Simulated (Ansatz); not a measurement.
**The 1T-SnSe2 bilayer (AA) between two gates**

How do the bands of the 1T-SnSe2 bilayer (AA) follow a displacement field between two gates?

Main program and level: Ansatz 0.2.0; plane-wave DFT, PBE-D3(BJ), Ansatz PAW.

### Step 1. Set-up

The cell holds 6 atoms: 4 Se and 2 Sn. Cell: a = 3.870 Å, b = 3.870 Å, c = 45.621 Å, α = 90.0°, β = 90.0°, γ = 120.0°. Regions: layer 1: 1T-SnSe2, 3 atoms (2 Se and 1 Sn); layer 2: 1T-SnSe2, 3 atoms (2 Se and 1 Sn). Vacuum lies along c.

### Step 2. Relaxation

The starting cell is a guess, so the in-plane lattice and the atoms are relaxed first, with the slab cut off from its images along the normal.

Contents of input.yaml:

```yaml
crystal:
  lattice:
    - [3.87, 0.0, 0.0]
    - [-1.935, 3.3515183126, 0.0]
    - [0.0, 0.0, 45.6209780866]
  atoms:
    - { symbol: Se, position: [0.6666666667, 0.3333333333, 0.4197630301] }
    - { symbol: Sn, position: [0.0, 0.0, 0.4428937162] }
    - { symbol: Se, position: [0.3333333333, 0.6666666667, 0.4660244022] }
    - { symbol: Se, position: [0.6666666667, 0.3333333333, 0.5339755978] }
    - { symbol: Sn, position: [0.0, 0.0, 0.5571062838] }
    - { symbol: Se, position: [0.3333333333, 0.6666666667, 0.5802369699] }
  periodic: [true, true, false]
kpoints:
  mp_grid: { grid: [12, 12, 1] }
hamiltonian:
  xc: pbe
  dispersion: d3bj
scf:
  occupations: { method: fermi_dirac, width: 0.05 }
  convergence: { dr2_threshold: 1.0e-09 }
relax:
  f_tol: 0.004
  max_steps: 90
  cell: {}
output:
  write_potential: true
  write_density: true
  volumetric_format: npy
```

Launch:

```console
$ ansatz run input.yaml --threads 4 --pin off --max-ram 8192MiB --backend cpu --events-out ev --progress --plain --runs-dir out
```

Numbers of over 12 decimals in the logs are rounded to 6 here.

The program printed:

```text
Warning: relax.cell: scf.convergence.dr2_threshold = 1e-9 eV is looser than the 1.99989145901e-10 eV advised for a relaxation that steers and ends on the stress (1e-10 eV for each atom of the cell: 6, times the square of relax.cell.stress_2d_tol = 0.05 N/m over 17.3 Å (the atoms' height at the walk's start and 5 Å past either face), 2.887e-2 GPa, over a crystal's default 0.05). What an SCF threshold leaves in a stress goes as its square root, and in the free energy as the threshold itself, and one threshold admits the most on a small cell: [figures from the program's tests cut] Set scf.convergence.dr2_threshold to 1.99989145901e-10 eV or tighter. [rest of the remark cut]
Engine: ansatz 0.2.0, x86_64-unknown-linux-gnu
Pseudopotentials: kind: paw
Pseudopotential: Se, paw, valence charge 16, recommended cutoff 420 eV (normal), Se.paw.azcp
Pseudopotential: Sn, paw, valence charge 14, recommended cutoff 420 eV (normal), Sn.paw.azcp
Functional definition: PBE
  parameter kappa = 0.804
  parameter beta = 0.066725
  exchange = pbe_x(kappa = kappa, mu = beta*pi^2/3)
  correlation = pbe_c(beta = beta)
Crystal: 6 atoms, lattice volume = 591.721 Å³
Basis set: ecut = 420 eV, 11673 PW (Γ), exchange–correlation on 54×54×640 points (8 copies of the dense FFT grid, shifted against one another)
Bands: 56, of which v1, the nominal top of the filled ones, is band 46 counted from 1 (45 counted from 0)
Symmetry: 12 space group operations
Space group: P-3m1 (ITA 164), of the structure as read, at distance tolerance 8.4e-5 Å
k-points: 19 of 144
Non-local potential: Se, projectors of the file, l = 0: 2, l = 1: 2, l = 2: 3, l = 3: 1
Non-local potential: Sn, projectors of the file, l = 0: 2, l = 1: 2, l = 2: 2, l = 3: 2
PAW form: soft (Blöchl's): semilocal exchange-correlation on the pseudo side does not see the compensation charge
PAW one-centre angular grid: Se, 590 points (default); XC on 64 Gauss nodes
PAW one-centre angular grid: Sn, 590 points (default); XC on 64 Gauss nodes
Initial density: superposition of atomic densities (neutral atoms: chi_scale 0, normalization atom), corrected by the library's trained network
Initial wavefunctions: pseudopotential atomic-orbital guess
Functional: x = pbe(κ = 0.804, μ = 0.219515), c = pbe(β = 0.066725)
SCF iter   1: F=—  HF=-33922.988709 eV  |F-HF|=—  |Δ(HF+E_count)|=         —  Δρ=1.99e-3  dr2=6.33e-2  ethr=1.77e-3  ⟨swp⟩=14.5  Hψ=6514  notcnv=0  defer=21
preconditioner: auto → LDOS  [insulator: Δε(μ)=0.368 eV  Ē_g=17.060 eV  σ=0.050 eV  W_gap=0.87  n_scr=94 (ndim 8)  ℏωp=11.0 eV  f_vac=0.760  D(μ)=0.07/eV (n_scr^D=2)  ε∞_Penn≈1.4  β→1.0]
SCF iter   2: F=—  HF=-33923.006902 eV  |F-HF|=—  |Δ(HF+E_count)|=   1.82e-2  Δρ=2.11e-3  dr2=1.60e-1  ethr=6.88e-5  ⟨swp⟩=5.2  Hψ=3178  notcnv=0  defer=67
preconditioner: auto → Resta (q_TF=auto, 2.001 Å⁻¹)  ε∞=1.4  [insulator: Δε(μ)=0.389 eV  Ē_g=17.052 eV  σ=0.050 eV  W_gap=0.90  n_scr=94 (ndim 8)  ℏωp=11.0 eV  f_vac=0.761  D(μ)=0.05/eV (n_scr^D=0)  ε∞_Penn≈1.4  vacuum switching on, ρ_ref=2.1e-2 e/Å³  β→0.5]
SCF iter   3: F=—  HF=-33922.975217 eV  |F-HF|=—  |Δ(HF+E_count)|=   3.17e-2  Δρ=3.74e-4  dr2=3.34e-3  ethr=6.88e-5  ⟨swp⟩=4.1  Hψ=2067  notcnv=0  defer=67
SCF iter   4: F=—  HF=-33922.975026 eV  |F-HF|=—  |Δ(HF+E_count)|=   1.91e-4  Δρ=1.75e-4  dr2=2.64e-4  ethr=3.64e-6  ⟨swp⟩=3.4  Hψ=1871  notcnv=0  defer=67
SCF iter   5: F=—  HF=-33922.975100 eV  |F-HF|=—  |Δ(HF+E_count)|=   7.39e-5  Δρ=6.22e-5  dr2=1.56e-5  ethr=2.87e-7  ⟨swp⟩=3.4  Hψ=1908  notcnv=0  defer=67
SCF iter   6: F=—  HF=-33922.975115 eV  |F-HF|=—  |Δ(HF+E_count)|=   1.47e-5  Δρ=1.55e-5  dr2=1.24e-6  ethr=1.70e-8  ⟨swp⟩=3.1  Hψ=2162  notcnv=0  defer=67
SCF iter   7: F=—  HF=-33922.975168 eV  |F-HF|=—  |Δ(HF+E_count)|=   5.33e-5  Δρ=3.69e-6  dr2=8.26e-8  ethr=1.35e-9  ⟨swp⟩=3.3  Hψ=2113  notcnv=0  defer=67
SCF iter   8: F=—  HF=-33922.975168 eV  |F-HF|=—  |Δ(HF+E_count)|=   6.78e-8  Δρ=1.62e-6  dr2=1.86e-8  ethr=8.97e-11  ⟨swp⟩=3.1  Hψ=2218  notcnv=0  defer=67
SCF iter   9: F=—  HF=-33922.975168 eV  |F-HF|=—  |Δ(HF+E_count)|=   8.63e-9  Δρ=4.58e-7  dr2=1.26e-9  ethr=2.02e-11  ⟨swp⟩=3.3  Hψ=2375  notcnv=0  defer=67
SCF iter  10: F=-33922.975168 eV  HF=-33922.975168 eV  |F-HF|=5.82e-11  |Δ(HF+E_count)|=   1.54e-9  Δρ=1.35e-7  dr2=1.05e-10  ethr=1.09e-12  ⟨swp⟩=12.4  Hψ=7911  notcnv=0
SCF 1 converged in 10 iterations: F = -33922.975168 eV  dr2 = 1.05e-10
  greatest PAW one-centre occupation: 1.000 electrons in one spin orbital (limit 2), on the Se atom at site 3 (counted from 0), in its partial waves of l = 2
relax step   1: F+E_penalty+E_count = -33922.97516820 eV  Δ(F+E_penalty+E_count) = +0.000e0 eV  max|allowed force component| = 5.184e0 eV/Å  Δτ_max = 0.0000 Å  P = +35.888 N/m  Ω = 591.721 Å³  fix = [c, alpha, beta]  reactions: c +0.000 N/m  (10 SCF iters, accepted)
Crystal: 6 atoms, lattice volume = 608.603 Å³
Basis set: ecut = 420 eV, 12057 PW (Γ), exchange–correlation on 54×54×640 points (8 copies of the dense FFT grid, shifted against one another)
Initial density: handed on by an earlier stage of this run
Initial wavefunctions: those handed on with the density
iter 1 solved again at ethr=1.74e-4 eV; its pass at ethr=3.10e-3 eV (dr2=1.60e-1 eV) is discarded
SCF iter   1: F=—  HF=-33926.686617 eV  |F-HF|=—  |Δ(HF+E_count)|=         —  Δρ=4.85e-3  dr2=1.58e-1  ethr=1.74e-4  ⟨swp⟩=4.3  Hψ=6510  notcnv=0
preconditioner: auto → Resta (q_TF=auto, 1.991 Å⁻¹)  ε∞=1.7  [insulator: Δε(μ)=0.370 eV  Ē_g=10.393 eV  σ=0.050 eV  W_gap=0.91  n_scr=94 (ndim 8)  ℏωp=8.5 eV  f_vac=0.754  D(μ)=0.05/eV (n_scr^D=0)  ε∞_Penn≈1.7  vacuum switching on, ρ_ref=7.8e-3 e/Å³]
SCF iter   2: F=—  HF=-33926.647620 eV  |F-HF|=—  |Δ(HF+E_count)|=   3.90e-2  Δρ=2.27e-3  dr2=2.02e-2  ethr=1.72e-4  ⟨swp⟩=4.4  Hψ=2048  notcnv=0  defer=6
SCF iter   3: F=—  HF=-33926.647643 eV  |F-HF|=—  |Δ(HF+E_count)|=   2.35e-5  Δρ=1.02e-3  dr2=2.29e-2  ethr=2.20e-5  ⟨swp⟩=4.0  Hψ=2352  notcnv=0  defer=7
SCF iter   4: F=—  HF=-33926.645592 eV  |F-HF|=—  |Δ(HF+E_count)|=   2.05e-3  Δρ=4.98e-4  dr2=4.43e-3  ethr=2.20e-5  ⟨swp⟩=3.0  Hψ=1501  notcnv=0  defer=8
SCF iter   5: F=—  HF=-33926.645385 eV  |F-HF|=—  |Δ(HF+E_count)|=   2.07e-4  Δρ=1.61e-4  dr2=1.95e-4  ethr=4.82e-6  ⟨swp⟩=3.0  Hψ=1642  notcnv=0  defer=8
SCF iter   6: F=—  HF=-33926.645426 eV  |F-HF|=—  |Δ(HF+E_count)|=   4.10e-5  Δρ=4.52e-5  dr2=1.64e-5  ethr=2.12e-7  ⟨swp⟩=3.4  Hψ=2091  notcnv=0  defer=8
SCF iter   7: F=—  HF=-33926.645439 eV  |F-HF|=—  |Δ(HF+E_count)|=   1.26e-5  Δρ=1.14e-5  dr2=8.06e-7  ethr=1.79e-8  ⟨swp⟩=3.7  Hψ=2389  notcnv=0  defer=8
[...]
SCF iter   9: F=—  HF=-33928.158711 eV  |F-HF|=—  |Δ(HF+E_count)|=   4.16e-9  Δρ=6.92e-7  dr2=4.27e-9  ethr=7.66e-11  ⟨swp⟩=3.9  Hψ=2429  notcnv=0  defer=10
SCF iter  10: F=-33928.158711 eV  HF=-33928.158711 eV  |F-HF|=3.71e-10  |Δ(HF+E_count)|=   4.83e-9  Δρ=1.70e-7  dr2=1.60e-10  ethr=1.09e-12  ⟨swp⟩=11.4  Hψ=7224  notcnv=0
SCF 3 converged in 10 iterations: F = -33928.158711 eV  dr2 = 1.60e-10
relax step   3: F+E_penalty+E_count = -33928.15871139 eV  Δ(F+E_penalty+E_count) = -1.513e0 eV  max|allowed force component| = 1.177e0 eV/Å  Δτ_max = 0.1945 Å  P = +3.280 N/m  Ω = 604.908 Å³  energy of the carried Pulay correction = -1.358e-3 eV  fix = [c, alpha, beta]  reactions: c +0.000 N/m  (10 SCF iters, accepted)
[...]
relax step   4: F+E_penalty+E_count = -33928.45787817 eV  Δ(F+E_penalty+E_count) = -2.992e-1 eV  max|allowed force component| = 1.690e-1 eV/Å  Δτ_max = 0.1941 Å  P = +0.449 N/m  Ω = 596.402 Å³  energy of the carried Pulay correction = -4.855e-4 eV  fix = [c, alpha, beta]  reactions: c +0.000 N/m  (9 SCF iters, accepted)
[...]
relax step   5: F+E_penalty+E_count = -33928.52795466 eV  Δ(F+E_penalty+E_count) = -7.008e-2 eV  max|allowed force component| = 8.181e-2 eV/Å  Δτ_max = 0.1943 Å  P = -0.977 N/m  Ω = 593.357 Å³  energy of the carried Pulay correction = -1.701e-4 eV  fix = [c, alpha, beta]  reactions: c -0.000 N/m  (10 SCF iters, accepted)
[...]
relax step   6: F+E_penalty+E_count = -33928.54534974 eV  Δ(F+E_penalty+E_count) = -1.740e-2 eV  max|allowed force component| = 9.144e-2 eV/Å  Δτ_max = 0.1034 Å  P = -0.567 N/m  Ω = 585.461 Å³  energy of the carried Pulay correction = +6.555e-4 eV  fix = [c, alpha, beta]  reactions: c -0.000 N/m  (9 SCF iters, accepted)
[...]
relax step   7: F+E_penalty+E_count = -33928.54943431 eV  Δ(F+E_penalty+E_count) = -4.085e-3 eV  max|allowed force component| = 1.404e-2 eV/Å  Δτ_max = 0.0505 Å  P = -0.040 N/m  Ω = 580.960 Å³  energy of the carried Pulay correction = +1.131e-3 eV  fix = [c, alpha, beta]  reactions: c -0.000 N/m  (9 SCF iters, accepted)
[...]
relax step   8: F+E_penalty+E_count = -33928.54946135 eV  Δ(F+E_penalty+E_count) = -2.704e-5 eV  max|allowed force component| = 1.623e-3 eV/Å  Δτ_max = 0.0024 Å  P = -0.011 N/m  Ω = 580.987 Å³  energy of the carried Pulay correction = +1.128e-3 eV  fix = [c, alpha, beta]  reactions: c -0.000 N/m  (6 SCF iters, accepted)
Initial wavefunctions: pseudopotential atomic-orbital guess (no wavefunctions were taken with the density)
iter 1 solved again at ethr=5.18e-7 eV; its pass at ethr=3.10e-3 eV (dr2=4.76e-4 eV) is discarded
SCF iter   1: F=—  HF=-33928.548857 eV  |F-HF|=—  |Δ(HF+E_count)|=         —  Δρ=9.00e-6  dr2=1.01e-7  ethr=5.18e-7  ⟨swp⟩=5.8  Hψ=9590  notcnv=0
eigensolver tolerance schedule: the retry pair's looser diagonalisation over-reported the residual by 4703.75 of it (diagonalisation noise at 3.67 of the residual, at the tolerance the schedule requests for it); recorded, not acted on — ethr = c·dr2/N_el stays at c = 1.0e-1
SCF iter   2: F=—  HF=-33928.548874 eV  |F-HF|=—  |Δ(HF+E_count)|=   1.77e-5  Δρ=4.69e-6  dr2=4.82e-8  ethr=1.10e-10  ⟨swp⟩=5.1  Hψ=3409  notcnv=0
SCF iter   3: F=—  HF=-33928.548874 eV  |F-HF|=—  |Δ(HF+E_count)|=   4.19e-8  Δρ=2.16e-6  dr2=1.22e-8  ethr=5.24e-11  ⟨swp⟩=2.8  Hψ=1645  notcnv=0
SCF iter   4: F=—  HF=-33928.548874 eV  |F-HF|=—  |Δ(HF+E_count)|=   1.15e-8  Δρ=7.22e-7  dr2=9.96e-9  ethr=1.33e-11  ⟨swp⟩=2.9  Hψ=1549  notcnv=0
SCF iter   5: F=—  HF=-33928.548874 eV  |F-HF|=—  |Δ(HF+E_count)|=  5.31e-10  Δρ=4.75e-7  dr2=6.27e-9  ethr=1.08e-11  ⟨swp⟩=2.3  Hψ=1316  notcnv=0
SCF iter   6: F=—  HF=-33928.548874 eV  |F-HF|=—  |Δ(HF+E_count)|=  1.53e-10  Δρ=1.99e-7  dr2=1.04e-9  ethr=6.82e-12  ⟨swp⟩=1.9  Hψ=1320  notcnv=0
SCF iter   7: F=-33928.548874 eV  HF=-33928.548874 eV  |F-HF|=1.75e-10  |Δ(HF+E_count)|=  4.80e-10  Δρ=4.98e-8  dr2=5.95e-11  ethr=1.09e-12  ⟨swp⟩=13.5  Hψ=6968  notcnv=0
SCF 9 converged in 7 iterations: F = -33928.548874 eV  dr2 = 5.95e-11
relax step   9: F+E_penalty+E_count = -33928.54887433 eV  Δ(F+E_penalty+E_count) = +5.870e-4 eV  max|allowed force component| = 1.815e-3 eV/Å  Δτ_max = 0.0000 Å  P = -0.047 N/m  Ω = 580.987 Å³  fix = [c, alpha, beta]  reactions: c -0.000 N/m  stress off target by 4.73e-2 N/m on what of the cell is left free  SCF on the basis re-selected at this cell (its energy is not comparable with the rows above)  (7 SCF iters)
basis re-selected at this cell: Δ(F+E_penalty+E_count) = +5.870e-4 eV, ΔP = -0.037 N/m vs the last step (what re-selecting the basis moved, of the pressure what is left beyond the Pulay correction that the steps carried, after the strain that the cell walked since its last selection, with what the two solves' SCF thresholds leave and, on support functions, any second-order correction that the steps lacked; it is no m [...]
SCF converged after 7 iterations
Free energy (F): -33928.548874 eV
Harris-Foulkes:  -33928.548874 eV  (|F-HF|=1.75e-10)
Internal energy: -33928.548757 eV  (E = F + TS)
E sigma→0 (E₀):  -33928.548816 eV
Entropy (-TS):   -0.000118 eV (-0.020 meV/atom)
Fermi energy:    -5.574229 eV
--- Per-component energies (eV) ---
  E_band       = -3001.108969
  E_kinetic    = 848.156481
  E_local      = -468257.161125  (includes V_loc(G=0)·N_el)
  E_nonlocal   = -2444.745652
  E_hartree    = 233641.984195
  E_xc         = -1178.876558
  E_vxc        = -581.553289  (∫ρ·V_xc dr)
  E_paw        = -15927.426710  (= ΣΔE_a)
  E_vpaw       = 150.231244  (= ΣTr[D̂ρ^β])
  E_aug_tail   = -0.002421  (compensation charges beyond the density's cutoff)
  E_ewald      = 219391.361088
  E_disp       = -1.838053  (pairwise vdW)
  E_smearing   = -0.000118  (= −TS)
  E_closure    = -0.000000  (closes the sum)
  Σ components = -33928.548874   (vs F -33928.548874, Δ=0.00e0)
--- Forces (eV/Å), atoms counted from 1 ---
  atom   1  Se     0.00000000    -0.00000000    -0.00094356
  atom   2  Sn    -0.00000000     0.00000000    -0.00021710
  atom   3  Se     0.00000000     0.00000000     0.00181482
  atom   4  Se     0.00000000    -0.00000000    -0.00181482
  atom   5  Sn     0.00000000    -0.00000000     0.00021710
  atom   6  Se     0.00000000     0.00000000     0.00094356
  max |Σ_I F_I| component: 8.10e-18 eV/Å
--- 2D stress c σ (N/m, compression-positive) ---
       -0.047349       0.000000       0.000000
        0.000000      -0.047349      -0.000000
        0.000000      -0.000000      -0.000000
  P = ½ c Tr σ = -0.0473 N/m
--- Band table (eV; the first three rows and the last of 19) ---
  k-point 0: bands = [... 42 lower, -6.1574, -6.1574, -6.0382, -6.0382, -4.6735, -3.7885, -2.9089, -2.7978, ... 6 higher]
  k-point 1: bands = [... 42 lower, -6.4315, -6.2605, -6.1086, -5.9652, -4.1750, -3.6612, -2.4899, -2.3979, ... 6 higher]
  k-point 2: bands = [... 42 lower, -7.0788, -6.2253, -6.1383, -5.9402, -3.9310, -3.6326, -2.2097, -1.8405, ... 6 higher]
  k-point 18: bands = [... 42 lower, -7.2738, -7.2738, -6.4872, -6.4872, -4.6056, -3.8655, -1.1573, -1.1573, ... 6 higher]
  the weakly bound empty levels are not read free of the cell's end (no_gap_told)
--- Relaxed structure (8 steps of the walk, 8 accepted, 1 SCFs on fresh bases) ---
  F+E_penalty+E_count = -33928.54887433 eV   max|allowed force component| = 1.815e-3 eV/Å   (the final SCF, on the basis selected at the relaxed cell)
  cell:  # Å, volume = 580.9872 Å³
    - [3.834738, 0, 0]
    - [-1.917369, 3.320980, 0]
    - [0, 0, 45.6209780866]
  atoms:
    - { symbol: Se, position: [0.666667, 0.333333, 0.399346] }
    - { symbol: Sn, position: [-2.157896306201706e-18, -4.315792612403377e-18, 0.434326] }
    - { symbol: Se, position: [0.333333, 0.666667, 0.469332] }
    - { symbol: Se, position: [0.666667, 0.333333, 0.530668] }
    - { symbol: Sn, position: [2.1578963062017036e-18, 4.3157926124033756e-18, 0.565674] }
    - { symbol: Se, position: [0.333333, 0.666667, 0.600654] }
```

Elapsed: 91 s, on 4 threads of Intel Xeon Platinum 8375C at 2.90GHz (Ice Lake), shared host; peak memory 1.4 GiB; 5.7 min of CPU time.

Relaxation path:

```csv
step,energy less that of the first step (eV),largest force component (eV/Å),volume (Å³)
1,0.0000,5.1836,591.72
2,-3.6703,2.9305,608.60
3,-5.1835,1.1771,604.91
4,-5.4827,0.1690,596.40
5,-5.5528,0.0818,593.36
6,-5.5702,0.0914,585.46
7,-5.5743,0.0140,580.96
8,-5.5743,0.0016,580.99
9*,-5.5737,0.0018,580.99
```

Relaxation steps marked * repeat the geometry before them on a plane-wave basis chosen anew for their cell, so energy and pressure can jump there.

The run keeps the 12 symmetry operations that it works with, so distortions that break them were not tested.

```csv
cell as run,before,after,change
a (Å),3.870,3.835,-0.9 %
b (Å),3.870,3.835,-0.9 %
```

The atoms that moved most (Å, along periodic axes as changes of fractional coordinates times the final cell, across vacuum about the mean position):

```csv
atom,dx,dy,dz,length
Se1,0.000,0.000,-0.931,0.931
Se6,0.000,0.000,0.931,0.931
Sn5,0.000,0.000,0.391,0.391
Sn2,0.000,0.000,-0.391,0.391
Se3,0.000,0.000,0.151,0.151
Se4,0.000,0.000,-0.151,0.151
```

Final coordinates:

```xyz
6
Lattice="3.8347 0.0000 0.0000 -1.9174 3.3210 0.0000 0.0000 0.0000 45.6210" Properties=species:S:1:pos:R:3
Se    1.9174    1.1070   18.2186
Sn    0.0000    0.0000   19.8144
Se    0.0000    2.2140   21.4114
Se    1.9174    1.1070   24.2096
Sn    0.0000    0.0000   25.8066
Se    0.0000    2.2140   27.4024
```

This step gave:

* energy at zero smearing: -33928.5488 eV

The lattice constant a goes from 3.870 to 3.835 Å.

[end of part 1 of 3]

[Logs are printed without paths, hosts, clocks, repeated set-up lines and the standing remarks that a program may print on its own settings, such as how far it seeks lower states.]

[Hosts, paths, dates, database ids (printed as entryN), source tags and the programs' standing remarks are cut or masked in the printed files.]

[Maps of the electrostatic potential energy from Ansatz leave out the sawtooth potential of an applied field or a dipole correction, so their vacuum need not be flat; planar profiles and work functions include it.]
